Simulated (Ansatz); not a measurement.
# BiB (model cell, started as CsCl type): a soft mode frozen in

Which phase does BiB (model cell, started as CsCl type) fall into along its unstable mode, and how much energy does it gain?

Program: Ansatz 0.2.0. Level of theory: DFT r2SCAN, scalar-relativistic, plane waves, PAW. Results are calculated unless marked as measured.

The structure was built from a prototype and need not be the compound's stable phase.

### 1. Starting point

The structure is cubic, space group Pm-3m (No. 221). Conventional cell: a = 3.349 Å, b = 3.349 Å, c = 3.349 Å, α = 90.00°, β = 90.00°, γ = 90.00°. Nearest to B lie 8 Bi at 2.90 Å. Bi has 8 B at 2.90 Å nearest. Farther neighbours are not listed.

Coordinates:

```cif
data_structure
_symmetry_space_group_name_H-M 'P 1'
_symmetry_Int_Tables_number 1
_cell_length_a 3.3489
_cell_length_b 3.3489
_cell_length_c 3.3489
_cell_angle_alpha 90.000
_cell_angle_beta 90.000
_cell_angle_gamma 90.000
_cell_volume 37.56
loop_
_atom_site_label
_atom_site_type_symbol
_atom_site_fract_x
_atom_site_fract_y
_atom_site_fract_z
_atom_site_occupancy
B1 B 0.00000 0.00000 0.00000 1
Bi2 Bi 0.50000 0.50000 0.50000 1
```

### 2. The dispersion

The cell comes from relaxations at this level that are not shown. Stability and thermal properties need the whole zone. Linear response on a 4×4×4 q mesh gives force constants as far as a supercell of that size would.

The input, input.yaml:

```yaml
crystal:
  lattice:
    - [3.3489211864, 0.0, 0.0]
    - [0.0, 3.3489211864, 0.0]
    - [0.0, 0.0, 3.3489211864]
  atoms:
    - { symbol: B, position: [0.0, 0.0, 0.0] }
    - { symbol: Bi, position: [0.5, 0.5, 0.5] }
kpoints:
  mp_grid: { grid: [12, 12, 12] }
hamiltonian:
  xc: r2scan
scf:
  occupations: { method: methfessel_paxton, width: 0.2 }
output:
  eigenvalues: true
phonons:
  method: dfpt
  qmesh: [4, 4, 4]
  temperatures: { t_max: 1000, t_step: 50 }
  qpath:
    path:
      - [[0.0, 0.0, 0.0], [0.0, 0.5, 0.0], [0.5, 0.5, 0.0], [0.0, 0.0, 0.0], [0.5, 0.5, 0.5], [0.0, 0.5, 0.0]]
      - [[0.5, 0.5, 0.5], [0.5, 0.5, 0.0]]
    npoints: 10
```

On the command line:

```
$ ansatz run input.yaml --threads 4 --pin off --max-ram 7168MiB --backend cpu --events-out ev --progress --plain --runs-dir out
```

Numbers of over 12 decimals in the logs are rounded to 6 here.

The program printed:

```text
Engine: ansatz 0.2.0, aarch64-unknown-linux-gnu
Pseudopotentials: kind: paw
Pseudopotential: B, paw, valence charge 3, recommended cutoff 500 eV (meta_gga), B.paw.azcp
Pseudopotential: Bi, paw, valence charge 15, recommended cutoff 500 eV (meta_gga), Bi.paw.azcp
Functional definition: r2SCAN
  parameter k0 = 0.174
  parameter k1 = 0.065
  parameter a1 = 4.9479
  exchange = r2scan_x(k0 = k0, k1 = k1, a1 = a1)
  correlation = r2scan_c
Crystal: 2 atoms, lattice volume = 37.559 Å³
Basis set: ecut = 500 eV, 949 PW (Γ), exchange–correlation on 125×125×125 points (125 copies of the dense FFT grid, shifted against one another)
Bands: 13, of which v1, the nominal top of the filled ones, is band 9 counted from 1 (8 counted from 0)
Symmetry: 48 space group operations
k-points: 196 of 1728 (irreducible under 8 space group operations, time reversal used)
Non-local potential: B, projectors of the file, l = 0: 2, l = 1: 2, l = 2: 1
Non-local potential: Bi, projectors of the file, l = 0: 2, l = 1: 2, l = 2: 2, l = 3: 2
PAW form: soft (Blöchl's): semilocal exchange-correlation on the pseudo side does not see the compensation charge
PAW frozen core: B, regenerated for the run's functional (the file was generated under x = pbe(κ = 0.804, μ = 0.219515), c = pbe(β = 0.066725))
PAW frozen core: Bi, regenerated for the run's functional (the file was generated under x = pbe(κ = 0.804, μ = 0.219515), c = pbe(β = 0.066725))
PAW one-centre angular grid: B, 302 points (default); XC on 160 Gauss nodes
PAW one-centre angular grid: Bi, 590 points (default); XC on 160 Gauss nodes
Initial density: superposition of atomic densities (neutral atoms: chi_scale 0, normalization atom), corrected by the library's trained network
Initial wavefunctions: pseudopotential atomic-orbital guess
Functional: x = r2scan, c = r2scan; τ floored in thin density (d = 2e-4 eV/Å³)
SCF iter   1: F=—  HF=-12564.174462 eV  |F-HF|=—  |Δ(HF+E_count)|=         —  Δρ=4.57e-3  dr2=1.08e-2  dr2_τ=8.09e-3  ethr=1.77e-3  ⟨swp⟩=4.9  Hψ=29674  notcnv=0  defer=8
automatic band count: the SCF goes on with 17 bands, as 13 were too few: the levels above may hold too much charge
preconditioner: auto → none  [metal: Δε(μ)=0.018 eV  Ē_g=24.255 eV  σ=0.200 eV  W_gap=0.08  n_scr=6 (ndim 8)  ℏωp=25.7 eV  f_vac=0.000  D(μ)=0.87/eV (n_scr^D=6)  sad-step TF]
SCF iter   2: F=—  HF=-12564.195208 eV  |F-HF|=—  |Δ(HF+E_count)|=   2.07e-2  S|Δr|=    0.00e0  Δρ=2.17e-3  dr2=2.00e-3  dr2_τ=6.51e-5  ethr=6.00e-5  ⟨swp⟩=2.1  Hψ=5986  notcnv=0  defer=36
SCF iter   3: F=—  HF=-12564.196113 eV  |F-HF|=—  |Δ(HF+E_count)|=   9.05e-4  S|Δr|=    0.00e0  Δρ=4.20e-4  dr2=3.70e-5  dr2_τ=2.42e-6  ethr=1.11e-5  ⟨swp⟩=2.7  Hψ=4375  notcnv=0  defer=36
SCF iter   4: F=—  HF=-12564.196177 eV  |F-HF|=—  |Δ(HF+E_count)|=   6.44e-5  S|Δr|=    0.00e0  Δρ=8.84e-5  dr2=2.35e-6  dr2_τ=9.93e-8  ethr=2.06e-7  ⟨swp⟩=2.9  Hψ=4644  notcnv=0  defer=36
SCF iter   5: F=—  HF=-12564.196190 eV  |F-HF|=—  |Δ(HF+E_count)|=   1.29e-5  S|Δr|=    0.00e0  Δρ=3.17e-5  dr2=2.59e-7  dr2_τ=1.07e-8  ethr=1.31e-8  ⟨swp⟩=2.0  Hψ=3651  notcnv=0  defer=36
SCF iter   6: F=—  HF=-12564.196183 eV  |F-HF|=—  |Δ(HF+E_count)|=   7.37e-6  S|Δr|=    0.00e0  Δρ=1.12e-5  dr2=4.34e-8  dr2_τ=6.12e-10  ethr=1.44e-9  ⟨swp⟩=2.0  Hψ=3650  notcnv=0  defer=36
SCF iter   7: F=—  HF=-12564.196183 eV  |F-HF|=—  |Δ(HF+E_count)|=   1.08e-7  S|Δr|=    0.00e0  Δρ=9.15e-7  dr2=2.39e-10  dr2_τ=1.16e-11  ethr=2.41e-10  ⟨swp⟩=2.3  Hψ=4001  notcnv=0  defer=36
SCF iter   8: F=-12564.196183 eV  HF=-12564.196183 eV  |F-HF|=3.64e-12  |Δ(HF+E_count)|=  1.09e-10  S|Δr|=    0.00e0  Δρ=1.28e-7  dr2=4.84e-12  dr2_τ=1.32e-13  ethr=1.00e-12  ⟨swp⟩=10.1  Hψ=21116  notcnv=0
SCF 1 converged in 8 iterations: F = -12564.196183 eV  dr2 = 4.84e-12
  greatest PAW one-centre occupation: 0.987 electrons in one spin orbital (limit 2), on the Bi atom at site 1 (counted from 0), in its partial waves of l = 2
Basis set: ecut = 500 eV, 949 PW (Γ), exchange–correlation on 100×100×100 points (64 copies of the dense FFT grid, shifted against one another)
k-points: 84 of 1728
Initial density: read from a saved state, or passed on in memory by an earlier SCF of this step, an earlier step, the calling program or the single point that the run made first
iter 1 solved again at ethr=5.47e-8 eV; its pass at ethr=3.10e-3 eV (dr2=9.84e-6 eV) is discarded
SCF iter   1: F=—  HF=-12564.196187 eV  |F-HF|=—  |Δ(HF+E_count)|=         —  Δρ=3.12e-7  dr2=3.95e-11  dr2_τ=1.84e-12  ethr=5.47e-8  ⟨swp⟩=3.9  Hψ=9293  notcnv=0
eigensolver tolerance schedule: the retry pair's looser diagonalisation over-reported the residual by 249363.38 of it (diagonalisation noise at an unbounded share of the residual, at the tolerance the schedule requests for it); recorded, not acted on — ethr = c·dr2/N_el stays at c = 1.0e-1
preconditioner: auto → none  [metal: Δε(μ)=0.014 eV  Ē_g=19.508 eV  σ=0.200 eV  W_gap=0.06  n_scr=6 (ndim 8)  ℏωp=25.7 eV  f_vac=0.000  D(μ)=0.95/eV (n_scr^D=6)]
SCF iter   2: F=—  HF=-12564.196181 eV  |F-HF|=—  |Δ(HF+E_count)|=   6.19e-6  S|Δr|=    0.00e0  Δρ=3.05e-7  dr2=4.32e-11  dr2_τ=3.33e-12  ethr=1.00e-12  ⟨swp⟩=3.9  Hψ=2865  notcnv=0
SCF iter   3: F=-12564.196181 eV  HF=-12564.196181 eV  |F-HF|=5.46e-12  |Δ(HF+E_count)|=  1.46e-11  S|Δr|=    0.00e0  Δρ=1.83e-7  dr2=9.59e-12  dr2_τ=4.52e-13  ethr=1.00e-12  ⟨swp⟩=3.1  Hψ=3725  notcnv=0
SCF 2 converged in 3 iterations: F = -12564.196181 eV  dr2 = 9.59e-12
phonons: the bands overlap, so this run is a metal and interpolates without the dipole-dipole term. If the crystal is really an insulator or semiconductor, its LO-TO splitting is missing
DFPT response loops at Γ: preconditioner auto → Kerker (q_TF=auto, 2.414 Å⁻¹) (partly filled bands, converged f_vac=0.000); β = 1.00, the filter's whole step (`scf.mixing.beta` (0.50) is not read by the response loops under this deck's `scf.mixing.preconditioner`; to damp them name `kerker` or `kerker_dos`, under which they read `scf.mixing.beta`, and type it under 1.00, their step now; both keys bind the ground state too); Broyden in place of MSR1
NSCF: frozen V_eff on 84 k-points
WARN: eigensolver did not converge in 7 slots of this pass, the one above among them; of largest residual over every band (k=22): 1 band(s) unlocked (lowest unlocked band 16, counted from 0; max residual 3.85e-4 eV among the unlocked bands, 3.85e-4 eV over every band); of lowest unlocked band (k=6): band 16
NSCF: frozen V_eff on 1176 k-points
DFPT response loops at q = (0, 0, 0.25) (fractional): mixed as the last ones told, above
NSCF: frozen V_eff on 686 k-points
DFPT response loops at q = (0, 0, -0.5) (fractional): mixed as the last ones told, above
NSCF: frozen V_eff on 2016 k-points
DFPT response loops at q = (0, 0.25, 0.25) (fractional): mixed as the last ones told, above
NSCF: frozen V_eff on 1176 k-points
DFPT response loops at q = (0, 0.25, -0.5) (fractional): mixed as the last ones told, above
NSCF: frozen V_eff on 686 k-points
DFPT response loops at q = (0, -0.5, -0.5) (fractional): mixed as the last ones told, above
NSCF: frozen V_eff on 1872 k-points
DFPT response loops at q = (0.25, 0.25, 0.25) (fractional): mixed as the last ones told, above
NSCF: frozen V_eff on 2016 k-points
DFPT response loops at q = (0.25, 0.25, -0.5) (fractional): mixed as the last ones told, above
NSCF: frozen V_eff on 1176 k-points
DFPT response loops at q = (0.25, -0.5, -0.5) (fractional): mixed as the last ones told, above
NSCF: frozen V_eff on 392 k-points
DFPT response loops at q = (-0.5, -0.5, -0.5) (fractional): mixed as the last ones told, above
SCF converged after 8 iterations
Stability not checked: this state was not tested for a lower state beside it, because cold or Methfessel-Paxton smearing, or corrected tetrahedra, fill the levels in a way that the test cannot read (fill_not_monotonic; see scf.lower_state_search)
Free energy (F): -12564.196183 eV
Harris-Foulkes:  -12564.196183 eV  (|F-HF|=3.64e-12)
Internal energy: -12564.197707 eV  (E = F + TS)
E sigma→0 (E₀):  -12564.196564 eV
Entropy (-TS):   0.001524 eV (0.762 meV/atom)
Fermi energy:    11.852442 eV
--- Per-component energies (eV) ---
  E_band       = -72.421354
  E_kinetic    = 338.785812
  E_local      = -1412.092964  (includes V_loc(G=0)·N_el)
  E_nonlocal   = 577.047856
  E_hartree    = 451.742022
  E_xc         = -169.254621
  E_vxc        = -193.423854  (∫ρ·V_xc dr)
  E_paw        = -10768.742338  (= ΣΔE_a)
  E_vpaw       = -298.731821  (= ΣTr[D̂ρ^β])
  E_aug_tail   = -0.000255  (compensation charges beyond the density's cutoff)
  E_vtau       = 12.509766  (kinetic-family band-sum trace: ∫τ·v_τ [+ j·A + Jᵃ·Aᵃ] dr)
  E_ewald      = -1582.540324
  E_core_change = 0.857105  (= ΣΔE_core)
  E_smearing   = 0.001524  (= −TS)
  E_closure    = 0.000000  (closes the sum)
  Σ components = -12564.196183   (vs F -12564.196183, Δ=0.00e0)
--- Band table (eV; the first three rows and the last of 196) ---
  k-point 0: bands = [... 5 lower, -2.9649, 9.1688, 11.0423, 11.0423, 11.0423, 18.0367, 18.0367, 20.1503, ... 4 higher]
  k-point 1: bands = [... 5 lower, -2.8714, 8.5398, 11.1481, 11.1481, 11.2949, 18.1070, 18.3558, 19.9140, ... 4 higher]
  k-point 2: bands = [... 5 lower, -2.5936, 7.2334, 11.4618, 11.4618, 11.7063, 18.2289, 18.3180, 19.2399, ... 4 higher]
  k-point 195: bands = [... 5 lower, 3.2675, 7.3300, 9.4988, 9.4988, 9.4988, 10.6263, 10.6263, 10.6263, ... 4 higher]
--- Phonons (Γ-DFPT): 2 representative perturbations + reference, on 196 of 1728 k-points (Σ response iterations 15) ---
  k mesh reduced under 8 symmetry operations, with k and −k counted as one. Each operation leaves every solved perturbation unchanged. A smaller set is not considered because the functional reads the kinetic-energy density
  ASR residual: 2.251e-4 → 0.000e0 eV/Å²; symmetrization residual: 1.545e-6 eV/Å²
  ASR residual per site (eV/Å²): 2.25e-4 1.82e-4
  Γ frequencies (cm⁻¹): -129.01 -129.01 -129.01 0.00 0.00 0.00
--- Phonons (arbitrary-q DFPT): 10 irreducible q on the 4×4×4 mesh ---
  q = [0.0000, 0.0000, 0.0000] (star 1, of the zone-centre solve; hermiticity 4.91e-6, symmetrization 5.97e-13): -129.01 -129.01 -129.01 0.00 0.00 0.00
  q = [0.0000, 0.0000, 0.2500] (star 6, 4 solved perturbations in 1848 linear systems a pass and spin channel, the states on 588 of 1728 k-point pairs; hermiticity 1.62e-6, symmetrization 9.05e-13): -142.60 -142.60 -64.97 -24.32 -24.32 92.17
  q = [0.0000, 0.0000, -0.5000] (star 3, 4 solved perturbations in 1078 linear systems a pass and spin channel, the states on 343 of 1728 k-point pairs; hermiticity 1.09e-12, symmetrization 5.40e-13): -35.49 -35.49 74.90 74.90 85.48 113.96
  q = [0.0000, 0.2500, 0.2500] (star 12, 4 solved perturbations in 3108 linear systems a pass and spin channel, the states on 1008 of 1728 k-point pairs; hermiticity 2.82e-6, symmetrization 3.20e-13): -151.64 -147.03 -43.43 -42.08 62.34 105.15
  q = [0.0000, 0.2500, -0.5000] (star 12, 6 solved perturbations on 588 of 1728 k-point pairs; hermiticity 5.84e-7, symmetrization 3.86e-14): -154.97 -107.99 -54.23 15.34 56.78 83.78
  q = [0.0000, -0.5000, -0.5000] (star 3, 4 solved perturbations in 1078 linear systems a pass and spin channel, the states on 343 of 1728 k-point pairs; hermiticity 1.46e-6, symmetrization 6.88e-13): -265.97 -206.03 -206.03 -73.99 86.95 86.95
  q = [0.2500, 0.2500, 0.2500] (star 8, 2 solved perturbations on 936 of 1728 k-point pairs; hermiticity 1.43e-6, symmetrization 2.39e-13): -120.75 -97.34 -97.34 61.79 61.79 79.76
  q = [0.2500, 0.2500, -0.5000] (star 12, 4 solved perturbations in 3108 linear systems a pass and spin channel, the states on 1008 of 1728 k-point pairs; hermiticity 8.07e-7, symmetrization 2.17e-12): -241.83 -92.35 49.51 55.99 87.16 120.43
  q = [0.2500, -0.5000, -0.5000] (star 6, 4 solved perturbations in 1848 linear systems a pass and spin channel, the states on 588 of 1728 k-point pairs; hermiticity 1.43e-6, symmetrization 7.18e-14): -162.59 -15.46 49.83 49.83 87.45 87.45
  q = [-0.5000, -0.5000, -0.5000] (star 1, 2 solved perturbations on 196 of 1728 k-point pairs; hermiticity 1.25e-12, symmetrization 5.45e-12): 97.27 97.27 97.27 244.36 244.36 244.36
  sum rule: each row above includes the acoustic sum rule's correction from the zone centre's row sums; it moved no ω² by more than (2.38 cm⁻¹)²
  mesh force constants: q→R imaginary residual 2.60e-18; ASR residual 2.251e-4 → 0.000e0 eV/Å²; symmetrization residual 2.220e-15 eV/Å²
  interpolated dispersion: 62 rows × 6 modes
  density of states and harmonic sums: on the 20×20×20 q-mesh, interpolated from the force constants of a 4×4×4 supercell (no non-analytic term)
  largest difference from the sums on the solved wave vectors: F 3.10e-2 eV, S 4.04e-5 and C_V 9.34e-6 eV/K
  zero-point energy: 0.014056 eV/cell   skipped modes (ω ≤ 0): 847, of them read as no rigid motion or as one in doubt: 844 (2.985e0 modes/cell left out, lowest -265.97 cm⁻¹)   left out of the sums: 4.98e-1 of the cell's modes: C_V's classical limit lies that fraction below 3 k_B per atom; for a crystal, a wire or a layer, F and S can be off by more, and a phonons.interpolated_qmesh denser along its periods is the remedy for the sampling
```

Wall time 22 min (4 threads of Arm Neoverse V1, shared host); peak memory 2.1 GiB; 87 min of CPU time.

In the SCF lines HF is the Harris–Foulkes energy and dr2 the Hartree energy of the density residual, in eV; the loop may stop once dr2 is under the threshold and the program's other checks hold. Hψ counts applications of the Hamiltonian.

This step gave:

```yaml
volume_per_atom: 18.78 Å³
gap_on_the_k_mesh: 0 eV
sum_rule_residual_before_enforcement: 2.25e-4 eV/Å²
lowest_frequency_on_the_path: -266.0 cm⁻¹
point_group: m-3m
highest_frequency_on_the_path_or_at_a_solved_wavevector: 244.4 cm⁻¹
highest_optical_mode_at_the_zone_centre_no_lo_to_term: -129.0 cm⁻¹
lowest_optical_zone_centre_mode: -129.0 cm⁻¹
lowest_mode_on_the_q_mesh_acoustic_modes_at_gamma_apart: -266.0 cm⁻¹
```

Frequencies (cm⁻¹) solved at each irreducible wavevector; negative means imaginary. Frequencies by wavevector, by row:

```tsv
q in reciprocal lattice units	star	mode 1	mode 2	mode 3	mode 4	mode 5	mode 6
0 0 0	1	-129	-129	-129	0	0	0
0 0 0.25	6	-142.6	-142.6	-65	-24.3	-24.3	92.2
0 0 -0.5	3	-35.5	-35.5	74.9	74.9	85.5	114
0 0.25 0.25	12	-151.6	-147	-43.4	-42.1	62.3	105.2
0 0.25 -0.5	12	-155	-108	-54.2	15.3	56.8	83.8
0 -0.5 -0.5	3	-266	-206	-206	-74	87	87
0.25 0.25 0.25	8	-120.8	-97.3	-97.3	61.8	61.8	79.8
0.25 0.25 -0.5	12	-241.8	-92.3	49.5	56	87.2	120.4
0.25 -0.5 -0.5	6	-162.6	-15.5	49.8	49.8	87.5	87.5
-0.5 -0.5 -0.5	1	97.3	97.3	97.3	244.4	244.4	244.4
```

Interpolated from a 4×4×4 q mesh. The phonon branches at the labelled points (cm⁻¹):

```tsv
point	branch 1	branch 2	branch 3	branch 4	branch 5	branch 6
Γ	-129	-129	-129	0	0	0
halfway	-143	-143	-65	-24	-24	92
X	-36	-36	75	75	86	114
halfway	-155	-108	-54	15	57	84
M	-266	-206	-206	-74	87	87
halfway	-152	-147	-43	-42	62	105
Γ	-129	-129	-129	0	0	0
halfway	-121	-97	-97	62	62	80
R	97	97	97	244	244	244
halfway	-242	-92	50	56	87	120
X	-36	-36	75	75	86	114
jump to R	97	97	97	244	244	244
halfway	-163	-16	50	50	87	87
M	-266	-206	-206	-74	87	87
```

The phonon branches as a text plot (rows in cm⁻¹):

```
    234 |                                    ****         *
    212 |                                    *  **
    191 |                                   *    *         *
    170 |                                         *
    149 |                                                  **
    127 |                                        ******
    106 |    ******          **      ***   *  ***      ****
     85 |   *  **************  *        *** **  *****************
     64 |  *   * *  *     ****      *   *****     ***      *
     42 | *   *    *          ***      *            **      **
     21 |*        *        **   ** ****               * *
      0 |*    *                   **
    -21 | ****                 ***                    ***    *
    -43 |    * *****       ****                         **
    -64 |   *     *********   *          **        * *      * ***
    -85 |                 *    *                    *
   -106 |  *  *    **           *   *****
   -128 |**  *                   ***   **         *    *
   -149 | ***       **   * ******   ***                       *
   -170 |            **  ****            ***                 *
   -192 |           * * * *                           *        **
   -213 |            * *                           *
   -234 |                *                          **        *
   -255 |             ***                                      **
         Γ      X      M          Γ            R        X|R     M
```

Symmetry leaves 10 wavevectors to solve. The lowest mode among them, the acoustic zeros apart, lies at q = (0, -0.5, -0.5) and is imaginary, 266.0i cm⁻¹, so the energy falls along it.

### 3. The mode frozen in, largest atomic shift 0 Å

The mode followed lies at q = (0.25, 0.25, -0.5) with frequency 241.8i cm⁻¹, one of the unstable modes though not the softest. At small amplitude the distorted cell has space group no. 63 by a symmetry search on the positions. The undistorted cell that holds it gives the zero of energy on the same k mesh.

System of this step: BiB (model cell, started as CsCl type). Symmetry: Pm-3m, No. 221, cubic system. The conventional cell has a = 3.349 Å, b = 3.349 Å, c = 3.349 Å, α = 90.00°, β = 90.00°, γ = 90.00°. B has 8 Bi at 2.90 Å nearest. Bi has 8 B at 2.90 Å nearest. Farther neighbours are not listed.

The input, input.yaml:

```yaml
crystal:
  lattice:
    - [-3.3489211864, 3.3489211864, 0.0]
    - [-3.3489211864, -3.3489211864, -3.3489211864]
    - [-3.3489211864, -3.3489211864, 3.3489211864]
  atoms:
    - { symbol: B, position: [0.0, 0.0, 0.0] }
    - { symbol: B, position: [0.5, 0.75, 0.75] }
    - { symbol: B, position: [0.0, 0.5, 0.5] }
    - { symbol: B, position: [0.5, 0.25, 0.25] }
    - { symbol: Bi, position: [0.5, 0.25, 0.75] }
    - { symbol: Bi, position: [0.0, 0.0, 0.5] }
    - { symbol: Bi, position: [0.5, 0.75, 0.25] }
    - { symbol: Bi, position: [0.0, 0.5, 0.0] }
kpoints:
  mp_grid: { grid: [8, 8, 8] }
hamiltonian:
  xc: r2scan
scf:
  occupations: { method: methfessel_paxton, width: 0.2 }
output:
  forces: true
  stress: true
  eigenvalues: true
```

The program printed:

```text
[...]
Crystal: 8 atoms, lattice volume = 150.236 Å³
Basis set: ecut = 500 eV, 3813 PW (Γ), exchange–correlation on 144×180×180 points (64 copies of the dense FFT grid, shifted against one another)
Bands: 44, of which v1, the nominal top of the filled ones, is band 36 counted from 1 (35 counted from 0)
Symmetry: 32 space group operations
[...]
k-points: 105 of 512
[...]
k-point 0: bands = [... 32 lower, 9.8135, 9.8135, 11.0470, 11.0472, 11.0473, 11.6142, 11.6142, 11.8531, ... 4 higher]
  k-point 1: bands = [... 32 lower, 10.0297, 10.5015, 10.8522, 10.8737, 11.0180, 11.3298, 11.5898, 12.2982, ... 4 higher]
  k-point 2: bands = [... 32 lower, 9.4178, 10.3719, 10.4659, 10.9474, 11.0546, 12.1643, 12.6254, 12.9666, ... 4 higher]
  k-point 104: bands = [... 32 lower, 11.6142, 11.6142, 11.8533, 11.8533, 13.9913, 13.9913, 13.9917, 13.9917, ... 4 higher]
[key lines of the parts left out:]
SCF converged after 6 iterations
Free energy (F): -50256.756354 eV
Fermi energy:    11.799387 eV
P = ⅓ Tr σ = 0.5031 GPa (5.031 kbar)
```

It took 18 s on 4 threads; peak memory 1.1 GiB; 71 s of CPU time.

Numbers from this step:

```yaml
pressure: 0.5031 GPa
energy_from_the_undistorted_cell: 0 meV/atom
```

The run ends at a pressure of 0.50 GPa.

(Continued in part 2 of 3.)

[Logs are printed without paths, hosts, clocks, repeated set-up lines and the standing remarks that a program may print on its own settings, such as how far it seeks lower states.]

[Hosts, paths, dates, database ids (printed as entryN), source tags and the programs' standing remarks are cut or masked in the printed files.]
